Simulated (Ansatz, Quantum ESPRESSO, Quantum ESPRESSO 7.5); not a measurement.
**The work function of Ba(110), 5 layers, one monolayer of F on top sites, level by level**

Aim: the work function of each face of Ba(110), 5 layers, one monolayer of F on top sites, and how it moves with functional, pseudopotentials and boundary condition.

Program: Quantum ESPRESSO 7.5. Level of theory: plane-wave DFT, PBE, GBRV ultrasoft pseudopotentials (geometry and cross-check by Ansatz 0.2.0 with PAW datasets; geometry under PBE). Results are calculated unless marked as measured.

This is a report of a sequence of runs, with most program output left out.

### Step 1. The starting structure

The cell holds 6 atoms: 5 Ba and 1 F. Cell: a = 4.347 Å, b = 4.347 Å, c = 33.199 Å, α = 90.0°, β = 90.0°, γ = 70.5°. It derives from Ba. Vacuum lies along c.

Coordinates:

```cif
data_structure
_symmetry_space_group_name_H-M 'P 1'
_symmetry_Int_Tables_number 1
_cell_length_a 4.3474
_cell_length_b 4.3474
_cell_length_c 33.1987
_cell_angle_alpha 90.000
_cell_angle_beta 90.000
_cell_angle_gamma 70.529
_cell_volume 591.58
loop_
_atom_site_label
_atom_site_type_symbol
_atom_site_fract_x
_atom_site_fract_y
_atom_site_fract_z
_atom_site_occupancy
Ba1 Ba 0.00000 0.00000 0.25001 1
Ba2 Ba 0.50000 0.50000 0.35693 1
Ba3 Ba 0.00000 0.00000 0.46385 1
Ba4 Ba 0.50000 0.50000 0.57078 1
Ba5 Ba 0.00000 0.00000 0.67770 1
F6 F 0.00000 0.00000 0.75963 1
```

This run has no spin polarisation although its electron count is odd. A spin-polarised state was not tried and may lie lower.

### Step 2. Geometry from Ansatz

A relaxation in Ansatz fixes the structure of this slab for the runs on it.

Contents of input.yaml:

```yaml
crystal:
  lattice:
    - [3.5496760416, -2.51, 0.0]
    - [3.5496760416, 2.51, 0.0]
    - [0.0, 0.0, 33.1987041662]
  atoms:
    - { symbol: Ba, position: [0.0, 0.0, 0.2500097582] }
    - { symbol: Ba, position: [0.5, 0.5, 0.3569318845] }
    - { symbol: Ba, position: [0.0, 0.0, 0.4638540109] }
    - { symbol: Ba, position: [0.5, 0.5, 0.5707761372] }
    - { symbol: Ba, position: [0.0, 0.0, 0.6776982636] }
    - { symbol: F, position: [0.0, 0.0, 0.7596291723] }
kpoints:
  mp_grid: { grid: [8, 8, 1] }
hamiltonian:
  xc: pbe
scf:
  occupations: { method: fermi_dirac, width: 0.1 }
  convergence: { dr2_threshold: 1.0e-08 }
efield:
  axis: 3
  dipole_correction: true
  ramp_position: 0.97
  ramp_width: 0.04
relax:
  f_tol: 0.01
  constraints: [{ sites: [0, 1, 2] }]
output:
  write_potential: true
  write_density: true
  volumetric_format: npy
```

Command:

```
ansatz run input.yaml --threads 4 --pin off --max-ram 8192MiB --backend cpu --events-out ev --progress --plain --runs-dir out
```

Run time: 77 s. Hardware: 4 threads of Arm Neoverse V2, shared host; peak memory 1.1 GiB.

The steps of the relaxation:

| step | energy less that of the first step (eV) | largest force component (eV/Å) |
| --- | --- | --- |
| 1 | 0.0000 | 3.1781 |
| 2 | -1.1977 | 2.6189 |
| 3 | -1.2709 | 2.3454 |
| 4 | -1.1943 | 4.3260 |
| 5 | -1.5301 | 0.1091 |
| 6 | -1.5340 | 0.0032 |

Relaxation step 4 was tried and not accepted.

The atoms that moved most (Å):

```csv
atom,dx,dy,dz,length
Ba5,0.000,0.000,0.307,0.307
F6,0.000,0.000,-0.299,0.299
Ba4,0.000,0.000,-0.025,0.025
```

Final coordinates:

```xyz
6
Lattice="3.5497 -2.5100 0.0000 3.5497 2.5100 0.0000 0.0000 0.0000 33.1987" Properties=species:S:1:pos:R:3
Ba    0.0000    0.0000    8.3000
Ba    3.5497    0.0000   11.8497
Ba    0.0000    0.0000   15.3994
Ba    3.5497    0.0000   18.9238
Ba    0.0000    0.0000   22.8058
F     0.0000    0.0000   24.9193
```

The relaxation lowers the energy by 256 meV an atom. Held were the atoms numbered 1, 2 and 3; the forces quoted are those on the free ones.

This step gave:

```
free energy                     : -30556.9466 eV
energy at zero smearing         : -30556.8268 eV
smearing term TS                : 0.2396 eV
Fermi energy                    : 1.080 eV
symmetry operations             : 4
work function of the upper face : 6.764 eV
work function of the lower face : 2.435 eV
dipole along the normal         : -0.4262 e·Å
```

### Step 3. SCF with pw.x

A dipole correction (tefield, dipfield, eamp = 0) lets each face keep its own vacuum level; its ramp sits in the vacuum at emaxpos, and symmetry is switched off.

Level of this step: plane-wave DFT, PBE, GBRV ultrasoft pseudopotentials (Quantum ESPRESSO 7.5).

Contents of scf.in:

```
&control
  prefix = 'scf'
  outdir = './out'
  pseudo_dir = './pseudo'
  calculation = 'scf'
  tprnfor = .true.
  tefield = .true.
  dipfield = .true.
/
&system
  ibrav = 0
  nat = 6
  ntyp = 2
  ecutwfc = 40
  ecutrho = 200
  occupations = 'smearing'
  smearing = 'mv'
  degauss = 0.02
  edir = 3
  emaxpos = 0.97
  eopreg = 0.04
  eamp = 0.0
/
&electrons
  conv_thr = 1e-07
  mixing_beta = 0.4
  electron_maxstep = 120
  mixing_mode = 'local-TF'
/
ATOMIC_SPECIES
  Ba  137.3270  ba_pbe_v1.uspp.F.UPF
  F   18.9984  f_pbe_v1.4.uspp.F.UPF
CELL_PARAMETERS angstrom
  3.54967604160000 -2.51000000000000 0.00000000000000
  3.54967604160000 2.51000000000000 0.00000000000000
  0.00000000000000 0.00000000000000 33.19870416620000
ATOMIC_POSITIONS crystal
  Ba  0.000000000000 0.000000000000 0.250009758200
  Ba  0.500000000000 0.500000000000 0.356931884500
  Ba  0.000000000000 0.000000000000 0.463854010900
  Ba  0.500000000000 0.500000000000 0.570015289105
  Ba  0.000000000000 0.000000000000 0.686948291358
  F   0.000000000000 0.000000000000 0.750609440078
K_POINTS automatic
  8 8 1 0 0 0
```

Command:

```
OMP_NUM_THREADS=1 mpirun -n 4 pw.x -nk 4 -in scf.in > scf.out
```

The job ended after 4.1 min (4 MPI ranks; peak memory 2 GiB).

Numbers from this step:

| Property | Result |
| --- | --- |
| free energy | -5443.6771 eV |
| Fermi energy | 1.120 eV |
| dipole along the normal | -0.4278 e·Å |

The program's own clock; routines nest. Time by routine:

```
     routine  wall time (s)  calls
       PWSCF          246.3      1
   electrons          238.7      1
     c_bands          172.2     28
     cegterg          153.2    252
       h_psi          114.3    777
        fftw          92.76  46730
    vloc_psi          83.69    777
    sum_band          35.64     28
      calbec          22.91   1065
     mix_rho          20.41     28
  add_vuspsi           15.2    777
       s_psi          15.16    777
h_psi:calbec          15.07    777
        ffts          11.53   3378
```

The run needed 28 iterations to bring the estimated error under 1e-07 Ry; the largest force on any atom, held or free, is 0.60 eV/Å.

### Step 4. Potential by pp.x

plot_num = 11 writes the bare and Hartree potential. It leaves out exchange and correlation, which fade slowly, so it flattens close to the surface.

Contents of pot.in:

```
&inputpp
  prefix = 'scf'
  outdir = './out'
  filplot = 'pot.dat'
  plot_num = 11
/
```

Command:

```
OMP_NUM_THREADS=1 mpirun -n 4 pp.x -in pot.in > pot.out
```

The job ended after 1.1 s (4 MPI ranks; peak memory 0.31 GiB; 4.2 s of CPU time).

This step gave:

```
work function of the upper face                                       : 6.753 eV
slope of the potential above                                          : 5.11e-6 eV/Å
upper vacuum line continued to the top atoms, over the Fermi level    : 6.753 eV
work function of the lower face                                       : 2.407 eV
slope of the potential below                                          : -0.002921 eV/Å
lower vacuum line continued to the bottom atoms, over the Fermi level : 2.390 eV
```

The potential energy, planar mean oscillates, so the rows of the table below give means over windows of 3.57 Å about each position, cut where the curve ends. Its maxima inside the range that stand out by 2 % of the span (Å: eV): 10.0: 1.48, 13.6: 1.43, 17.2: 1.50, 20.9: 1.89, 24.3: 2.57, 32.2: 6.75. Its minima: 8.3: -6.18, 11.9: -6.01, 15.4: -6.01, 18.9: -6.13, 22.8: -6.23, 24.9: 1.27.

Electrostatic potential energy of an electron, with the sawtooth; zero at the Fermi level. The potential energy, planar mean by z; means over each step:

```csv
z (Å),"potential energy, planar mean (eV)"
1.78,2.46
5.35,1.87
8.92,-2.27
12.49,-2.12
16.06,-2.11
19.63,-1.98
23.20,-1.90
26.77,6.23
30.34,6.75
```

Electrostatic potential energy in the ca plane at fractional y = 0.000, with atoms of Ba and F within 0.2 Å of it. With pseudopotentials it is smooth inside the atoms' cores, unlike the true potential.

Values in eV, 6 rows by 16 columns, each cell a mean:
```
-18   0   2   2   2  -1 -20 -24  -8 -12   7   7   7   7   7   7
 -5   2   2   1   2   1  -6  -9   1   6   7   7   7   7   7   7
  1   3   2   1   2   2   0   0   3   5   7   7   7   7   7   7
  0   2   2   1   2   2  -1  -1   2   6   7   7   7   7   7   7
 -9   1   2   2   2   0 -11 -15   0   4   7   7   7   7   7   7
-20   0   2   2   2  -2 -22 -25 -13 -19   6   7   7   7   7   7
```
Columns run along c (16.0 Å, from fractional 0.48 to 0.96 of the cell; values clipped at the 3rd and 97th percentile), rows up along a (4.3 Å). Atoms in or near the plane, at fractional coordinates: Ba at (0.69, 0.00), F at (0.75, 0.00).

The vacuum is flat to 2.9 meV/Å, so its level is well defined. Inside the slab the curve depends on the local part of the pseudopotentials; only the vacuum level has a meaning of its own.

### Step 5. Macroscopic average

A running mean over one period damps the atomic wiggles and leaves the mean of this pseudopotential's potential.

Contents of avg.in:

```
1
pot.dat
1.0
374
3
6.7079155497
```

Command:

```
OMP_NUM_THREADS=1 average.x < avg.in > avg.out
```

It took 0.55 s on 1 MPI rank; peak memory 0.12 GiB.

Read from the output:

| Item | Value |
| --- | --- |
| average.x's running mean inside the slab, on the run's own zero | -1.012 eV |
| mean potential by an exact Fourier window inside the slab, on the run's own zero | -1.011 eV |

Electrostatic potential energy of an electron, with the sawtooth; zero at the Fermi level; window 3.5497 Å. The potential energy by z:

```csv
z (Å),planar mean (eV),running mean (eV)
0,3.49,4.16
1,2.41,2.94
2,2.41,2.41
3,2.41,2.40
4,2.39,2.36
5,2.32,2.12
6,1.91,0.988
7,-0.0764,-1.36
8,-5.85,-2.46
9,-3.43,-2.30
10,1.45,-2.04
11,-2.15,-2.12
12,-5.90,-2.21
13,-0.160,-2.09
14,0.893,-2.06
15,-5.22,-2.20
16,-4.07,-2.17
17,1.39,-2.06
18,-1.60,-2.18
19,-6.12,-2.26
20,-0.739,-1.76
21,1.86,-1.31
22,-2.55,-1.97
23,-6.06,-2.01
24,0.926,-0.664
25,1.66,2.92
26,6.60,5.21
27,6.75,6.55
28,6.75,6.75
29,6.75,6.75
30,6.75,6.75
31,6.75,6.62
32,6.75,5.67
33,4.14,4.41
```

Where the running mean is not flat inside, average.x's window, rounded to the grid, doesn't match the spacings there.

### Step 6. Valence density

plot_num = 0 writes the valence density.

Contents of rho.in:

```
&inputpp
  prefix = 'scf'
  outdir = './out'
  filplot = 'rho.dat'
  plot_num = 0
/
```

Command:

```
OMP_NUM_THREADS=1 mpirun -n 4 pp.x -in rho.in > rho.out
```

The job ended after 1.1 s (4 MPI ranks; peak memory 0.31 GiB; 4.2 s of CPU time).

Numbers from this step:

```
electrons by integration : 57.00 e
```

The valence density, planar mean oscillates, so the rows of the table below give means over windows of 3.57 Å about each position, cut where the curve ends. Its maxima inside the range that stand out by 2 % of the span (Å: e/Å³): 8.0: 0.288, 8.6: 0.288, 11.5: 0.285, 12.2: 0.285, 15.1: 0.285, 15.7: 0.284, 18.6: 0.285, 19.3: 0.284, 22.5: 0.283, 23.1: 0.280, 24.9: 0.502. Its minima: 8.3: 0.273, 10.0: 0.0413, 11.9: 0.270, 13.6: 0.0405, 15.4: 0.271, 17.2: 0.0422, 18.9: 0.270, 20.9: 0.0315, 22.8: 0.269, 24.0: 0.0740.

Mean over planes. The valence density, planar mean by z; means over each step:

```csv
z (Å),"valence density, planar mean (e/Å³)"
1.78,2.0e-5
5.35,0.00853
8.92,0.158
12.49,0.158
16.06,0.158
19.63,0.152
23.20,0.213
26.77,0.0491
30.34,0
```

Valence density in the ca plane at fractional y = 0.000, with atoms of Ba and F within 0.2 Å of it. It is the smooth field of the valence electrons, not physical close to the nuclei.

Values in units of 1e0 e/Å³, 6 rows by 16 columns, each cell a mean:
```
0.8 0.1 0.0 0.0 0.0 0.1 1.0 1.0 1.1 3.4 0.1 0.0 0.0 0.0 0.0 0.0
0.2 0.0 0.0 0.0 0.0 0.0 0.3 0.4 0.1 0.1 0.0 0.0 0.0 0.0 0.0 0.0
0.0 0.0 0.0 0.0 0.0 0.0 0.0 0.0 0.0 0.0 0.0 0.0 0.0 0.0 0.0 0.0
0.1 0.0 0.0 0.0 0.0 0.0 0.1 0.1 0.0 0.0 0.0 0.0 0.0 0.0 0.0 0.0
0.4 0.0 0.0 0.0 0.0 0.0 0.5 0.7 0.2 0.3 0.0 0.0 0.0 0.0 0.0 0.0
0.9 0.1 0.0 0.0 0.0 0.1 0.9 0.6 1.7 5.9 0.1 0.0 0.0 0.0 0.0 0.0
```
Columns run along c (16.0 Å, from fractional 0.48 to 0.96 of the cell), rows up along a (4.3 Å). Atoms in or near the plane, at fractional coordinates: Ba at (0.69, 0.00), F at (0.75, 0.00).

The density integrates to 57.000 electrons, as the 57 of the input ask.

### Step 7. Projected density of states

Projections on atomic orbitals tell which layers and orbitals hold the states near the zero of energy.

Contents of pdos.in:

```
&projwfc
  prefix = 'scf'
  outdir = './out'
  filpdos = 'pdos'
  Emin = -6.88
  Emax = 5.12
  DeltaE = 0.1
  ngauss = 0
  degauss = 0.01
/
```

Command:

```
OMP_NUM_THREADS=1 mpirun -n 4 projwfc.x -in pdos.in > pdos.out
```

It took 3 s on 4 MPI ranks; peak memory 0.35 GiB; 12 s of CPU time.

This step gave:

```
spilling of the projection : 0.0011
```

Projected DOS an atom over height of the atomic layer and energy from the Fermi level. Columns are the atomic layers from the bottom up.

Ten even steps from '_' (0.0 states/eV) to '@' (8.2 states/eV), each cell a mean:
```
++--::::..__
......::..__
::::::::..__
........____
____________
____________
____________
____________
____________
____________
________..@@
__________++
____________
____________
____________
____________
____________
____________
____________
____________
____________
____________
```
Columns: height of the atomic layer (Å) from 8.3 to 24.9 (not evenly spaced); rows upwards: energy from the Fermi level (eV) from -8.00 to 0.600.

The atomic orbitals miss 0.1 % of the occupied states; for empty states the projections can miss much more.

### Step 8. SCF with pw.x: open boundaries by the effective screening medium

Open boundaries by another road: assume_isolated = 'esm' with bc1, the slab centred on z = 0.

Contents of esm.in:

```
&control
  prefix = 'esm'
  outdir = './out'
  pseudo_dir = './pseudo'
  calculation = 'scf'
  tprnfor = .true.
/
&system
  ibrav = 0
  nat = 6
  ntyp = 2
  ecutwfc = 40
  ecutrho = 200
  occupations = 'smearing'
  smearing = 'mv'
  degauss = 0.02
  assume_isolated = 'esm'
  esm_bc = 'bc1'
/
&electrons
  conv_thr = 1e-07
  mixing_beta = 0.4
  electron_maxstep = 120
  mixing_mode = 'local-TF'
/
ATOMIC_SPECIES
  Ba  137.3270  ba_pbe_v1.uspp.F.UPF
  F   18.9984  f_pbe_v1.4.uspp.F.UPF
CELL_PARAMETERS angstrom
  3.54967604160000 -2.51000000000000 0.00000000000000
  3.54967604160000 2.51000000000000 0.00000000000000
  0.00000000000000 0.00000000000000 33.19870416620000
ATOMIC_POSITIONS crystal
  Ba  0.000000000000 0.000000000000 -0.250299840939
  Ba  0.500000000000 0.500000000000 -0.143377714639
  Ba  0.000000000000 0.000000000000 -0.036455588239
  Ba  0.500000000000 0.500000000000 0.069705689966
  Ba  0.000000000000 0.000000000000 0.186638692219
  F   0.000000000000 0.000000000000 0.250299840939
K_POINTS automatic
  8 8 1 0 0 0
```

Command:

```
OMP_NUM_THREADS=1 mpirun -n 4 pw.x -nk 4 -in esm.in > esm.out
```

The job ended after 6.4 min (4 MPI ranks; peak memory 2 GiB; 26 min of CPU time).

Read from the output:

```
Fermi energy                                                   : -4.583 eV
vacuum line at the lower end of the cell, over the Fermi level : 2.410 eV
vacuum line at the upper end of the cell, over the Fermi level : 6.756 eV
```

Electrostatic potential energy of an electron; zero at the Fermi level. Potential energy, planar mean against z:

z (Å), potential energy, planar mean (eV) and a bar from the least value:
```
      -16       2.41 ####################
      -15       2.41 ####################
      -14       2.41 ####################
      -13       2.40 ####################
      -12       2.36 ####################
      -11       2.15 ###################
      -10       1.08 #################
       -9      -3.91 #####
       -8      -5.63 #
       -7       0.59 ################
       -6       0.39 ###############
       -5      -5.70 #
       -4      -2.93 #######
       -3       1.44 ##################
       -2      -2.67 ########
       -1      -5.78 #
        0       0.23 ###############
        1       0.69 ################
        2      -5.58 #
        3      -3.71 #####
        4       1.65 ##################
        5       0.22 ###############
        6      -6.02 
        7      -2.51 ########
        8       1.97 ###################
        9       6.06 ############################
       10       6.74 ##############################
       11       6.76 ##############################
       12       6.76 ##############################
       13       6.76 ##############################
       14       6.76 ##############################
       15       6.76 ##############################
       16       6.76 ##############################
```

The vacuum levels are read from the outermost 0.7 Å of the cell on either side.

The run needed 51 iterations to bring the estimated error under 1e-07 Ry; the largest force on any atom, held or free, is 0.61 eV/Å.

The upper level is 6.756 eV against 6.753 eV from the periodic run.

### Step 9. Ground state: PBE, SG15 norm-conserving

The geometry stays; functional or pseudopotentials change.

Level of this step: plane-wave DFT, PBE, SG15 norm-conserving pseudopotentials (Quantum ESPRESSO 7.5).

sg15-pbe.in is the input of step 8 with these lines changed:

```diff
@@ -1,3 +1,3 @@
 &control
-  prefix = 'esm'
+  prefix = 'sg15-pbe'
   outdir = './out'
@@ -11,4 +11,4 @@
   ntyp = 2
-  ecutwfc = 40
-  ecutrho = 200
+  ecutwfc = 60
+  ecutrho = 240
   occupations = 'smearing'
@@ -26,4 +26,4 @@
 ATOMIC_SPECIES
-  Ba  137.3270  ba_pbe_v1.uspp.F.UPF
-  F   18.9984  f_pbe_v1.4.uspp.F.UPF
+  Ba  137.3270  Ba_ONCV_PBE-1.2.upf
+  F   18.9984  F_ONCV_PBE-1.2.upf
 CELL_PARAMETERS angstrom
```

Command:

```
OMP_NUM_THREADS=1 mpirun -n 4 pw.x -nk 4 -in sg15-pbe.in > sg15-pbe.out
```

Elapsed: 28 min, on 4 MPI ranks; peak memory 1.7 GiB.

Numbers from this step:

```
free energy                                                    : -4152.2393 eV
Fermi energy                                                   : -4.592 eV
vacuum line at the lower end of the cell, over the Fermi level : 2.400 eV
vacuum line at the upper end of the cell, over the Fermi level : 6.783 eV
```

Electrostatic potential energy of an electron; zero at the Fermi level. Table of potential energy, planar mean by z:

| z (Å) | potential energy, planar mean (eV) |
| --- | --- |
| -16 | 2.40 |
| -15 | 2.40 |
| -14 | 2.40 |
| -13 | 2.39 |
| -12 | 2.36 |
| -11 | 2.14 |
| -10 | 1.08 |
| -9 | -4.96 |
| -8 | -9.28 |
| -7 | 0.583 |
| -6 | 0.361 |
| -5 | -9.82 |
| -4 | -3.59 |
| -3 | 1.43 |
| -2 | -3.23 |
| -1 | -10.1 |
| 0 | 0.237 |
| 1 | 0.693 |
| 2 | -9.22 |
| 3 | -4.71 |
| 4 | 1.65 |
| 5 | 0.205 |
| 6 | -10.4 |
| 7 | -2.96 |
| 8 | 2.08 |
| 9 | 6.07 |
| 10 | 6.77 |
| 11 | 6.78 |
| 12 | 6.78 |
| 13 | 6.78 |
| 14 | 6.78 |
| 15 | 6.78 |
| 16 | 6.78 |

The upper face goes from 6.756 eV (PBE, GBRV) to 6.783 eV, a change of +0.028 eV from the pseudopotentials and their cutoffs.

(Continued in part 2 of 2.)

[Logs are printed without paths, hosts, clocks, repeated set-up lines and the standing remarks that a program may print on its own settings, such as how far it seeks lower states.]

[Hosts, paths, dates, database ids (printed as entryN), source tags and the programs' standing remarks are cut or masked in the printed files.]

[Maps of the electrostatic potential energy from Ansatz leave out the sawtooth potential of an applied field or a dipole correction, so their vacuum need not be flat; planar profiles and work functions include it.]
